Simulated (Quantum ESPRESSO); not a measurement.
**Magnetic state of Nickel from several starts**

Aim: find out which collinear order of Nickel costs least.

Main program and level: Quantum ESPRESSO 7.5; PBEsol; plane waves with GBRV 1.5 PBEsol potentials, no spin-orbit coupling.

This is a report of a sequence of runs, with most program output left out.

## 1. Starting point

It takes space group Fm-3m (No. 225, cubic). The conventional cell has a = 3.524 Å, b = 3.524 Å, c = 3.524 Å, α = 90.00°, β = 90.00°, γ = 90.00°. Nearest to Ni lie 12 Ni at 2.49 Å.

The cell comes from the Crystallography Open Database.

## 2. Run 1 (ferro +)

The signs are those of the starting moments on the seeded atoms, the atoms that are given a moment.

pw.in

```
&CONTROL
  calculation = 'scf'
  prefix = 'pwscf'
  outdir = './tmp'
  pseudo_dir = './pseudo'
  disk_io = 'nowf'
/
&SYSTEM
  ibrav = 0
  nat = 1
  ntyp = 1
  ecutwfc = 40
  ecutrho = 280
  nbnd = 15
  occupations = 'smearing'
  smearing = 'fd'
  degauss = 0.00734986
  nspin = 2
  starting_magnetization(1) = 0.0556
/
&ELECTRONS
  conv_thr = 2d-09
  electron_maxstep = 150
  mixing_beta = 0.3
/
ATOMIC_SPECIES
Ni     58.6934 ni_pbesol_v1.4.uspp.F.UPF
CELL_PARAMETERS angstrom
   0.0000000000    1.7619350000    1.7619350000
   1.7619350000    0.0000000000    1.7619350000
   1.7619350000    1.7619350000    0.0000000000
ATOMIC_POSITIONS crystal
Ni      0.0000000000    0.0000000000    0.0000000000
K_POINTS automatic
12 12 12 0 0 0
```

Started as:

```
> OMP_NUM_THREADS=1 mpirun -n 4 pw.x -nk 4 -in pw.in > pw.out
```

Run time: 3 s. Hardware: 4 MPI ranks of Intel Xeon Platinum 8488C (Sapphire Rapids), shared host; peak memory 0.24 GiB; 11 s of CPU time.

Spin moment in the atom's sphere by atom:

| atom | spin moment in the atom's sphere (μB) |
| --- | --- |
| Ni1 | 0.715 |

Numbers from this step:

```yaml
smearing_term_ts: 0.05354 eV
magnetization: 0.675 μB
absolute_magnetization: 0.77 μB
final_state: ferromagnetic
```

## 3. Run 2, typed as antiferro q=(0,1/2,1/2) +−

This order needs a doubled cell of 2 atoms. The wavevector q is in fractions of the reciprocal vectors of the crystal's primitive cell, as the cells of these inputs are built from it; moments change sign between cells as cos(2π q·R).

pw.in

```
&CONTROL
  calculation = 'scf'
  prefix = 'pwscf'
  outdir = './tmp'
  pseudo_dir = './pseudo'
  disk_io = 'nowf'
/
&SYSTEM
  ibrav = 0
  nat = 2
  ntyp = 2
  ecutwfc = 40
  ecutrho = 280
  nbnd = 25
  occupations = 'smearing'
  smearing = 'fd'
  degauss = 0.00734986
  nspin = 2
  starting_magnetization(1) = 0.0556
  starting_magnetization(2) = -0.0556
/
&ELECTRONS
  conv_thr = 4d-09
  electron_maxstep = 150
  mixing_beta = 0.3
/
ATOMIC_SPECIES
Ni1    58.6934 ni_pbesol_v1.4.uspp.F.UPF
Ni2    58.6934 ni_pbesol_v1.4.uspp.F.UPF
CELL_PARAMETERS angstrom
   0.0000000000    1.7619350000    1.7619350000
   3.5238700000    0.0000000000    3.5238700000
   3.5238700000    1.7619350000    1.7619350000
ATOMIC_POSITIONS crystal
Ni1     0.0000000000    0.0000000000    0.0000000000
Ni2     0.0000000000    0.5000000000    0.0000000000
K_POINTS automatic
12 6 12 0 0 0
```

Run time: 38 s. Hardware: 4 MPI ranks; peak memory 0.35 GiB.

Spin moment in the atom's sphere by atom:

| atom | spin moment in the atom's sphere (μB) |
| --- | --- |
| Ni1 | -0.0001 |
| Ni2 | 0.0001 |

This step gave:

- smearing term TS: 0.1690 eV
- magnetization: 0 μB
- absolute magnetization: 0 μB
- final state: non-magnetic

## 4. Run 3, typed as antiferro q=(0,0,1/2) +−

The cell is doubled to 2 atoms to hold this order.

Changes to pw.in since step 3:

```diff
@@ -31,8 +31,8 @@
    0.0000000000    1.7619350000    1.7619350000
-   3.5238700000    0.0000000000    3.5238700000
-   3.5238700000    1.7619350000    1.7619350000
+   1.7619350000    0.0000000000    1.7619350000
+   3.5238700000    3.5238700000    0.0000000000
 ATOMIC_POSITIONS crystal
 Ni1     0.0000000000    0.0000000000    0.0000000000
-Ni2     0.0000000000    0.5000000000    0.0000000000
+Ni2     0.0000000000    0.0000000000    0.5000000000
 K_POINTS automatic
-12 6 12 0 0 0
+12 12 6 0 0 0
```

The job ended after 20 s (4 MPI ranks; peak memory 0.32 GiB; 79 s of CPU time).

Spin moment in the atom's sphere by atom:

| atom | spin moment in the atom's sphere (μB) |
| --- | --- |
| Ni1 | 0.0005 |
| Ni2 | -0.0004 |

Numbers from this step:

| Quantity | Value |
| --- | --- |
| smearing term TS | 0.1690 eV |
| magnetization | 0 μB |
| absolute magnetization | 0 μB |
| final state | non-magnetic |

## 5. Run 4 (no spin polarisation)

pw.in

```
&CONTROL
  calculation = 'scf'
  prefix = 'pwscf'
  outdir = './tmp'
  pseudo_dir = './pseudo'
  disk_io = 'nowf'
/
&SYSTEM
  ibrav = 0
  nat = 1
  ntyp = 1
  ecutwfc = 40
  ecutrho = 280
  nbnd = 15
  occupations = 'smearing'
  smearing = 'fd'
  degauss = 0.00734986
/
&ELECTRONS
  conv_thr = 2d-09
  electron_maxstep = 150
  mixing_beta = 0.3
/
ATOMIC_SPECIES
Ni     58.6934 ni_pbesol_v1.4.uspp.F.UPF
CELL_PARAMETERS angstrom
   0.0000000000    1.7619350000    1.7619350000
   1.7619350000    0.0000000000    1.7619350000
   1.7619350000    1.7619350000    0.0000000000
ATOMIC_POSITIONS crystal
Ni      0.0000000000    0.0000000000    0.0000000000
K_POINTS automatic
12 12 12 0 0 0
```

It took 2.1 s on 4 MPI ranks; peak memory 0.23 GiB.

Numbers from this step:

```
smearing term TS : 0.08450 eV
final state      : non-magnetic (no spin polarisation)
```

## 6. Ranking

An order is kept where moments of 0.15 μB or more survive with the typed signs; meshes match where a doubled cell samples the same k points as the first cell.

Orders:

| start | final state | typed order kept | energy over the lowest (meV a seeded atom) | largest site moment (μB) | net moment (μB a cell of the first run) | mesh matched | CPU time (s) |
| --- | --- | --- | --- | --- | --- | --- | --- |
| ferro + | ferromagnetic | yes | 0 | 0.7152 | 0.6752 | yes | 11.1 |
| antiferro q=(0,1/2,1/2) +- | non-magnetic | no | 37.53 | 0 | 0 | yes | 152.3 |
| antiferro q=(0,0,1/2) +- | non-magnetic | no | 37.53 | 5.45e-4 | 0 | yes | 79.16 |
| no spin polarisation | non-magnetic | - | 37.51 | 0 | 0 | yes | 7.41 |

## 7. What came out

| Property | Result |
| --- | --- |
| lowest state found | ferromagnetic (from ferro +) |
| largest site moment | 0.715 μB |
| state without moments | 37.5 meV a seeded atom higher |

In words: 2 starts lost their moments. This is the lowest of 4 collinear or spinless starts, no proof of the ground state. Energies are free energies at an electronic temperature of 1160 K, which lowers moments and differences where the moments are itinerant.

[Logs and program files are shortened in this print: banners, set-up blocks, solver, clock and traceback lines can be left out without a mark of their own.]

[Logs are printed without paths, hosts, clocks, repeated set-up lines and the standing remarks that a program may print on its own settings, such as how far it seeks lower states.]

[Hosts, paths, dates, database ids (printed as entryN), source tags and the programs' standing remarks are cut or masked in the printed files.]

[Where a cell is said to come from a database of computed structures, the database is the Materials Project.]
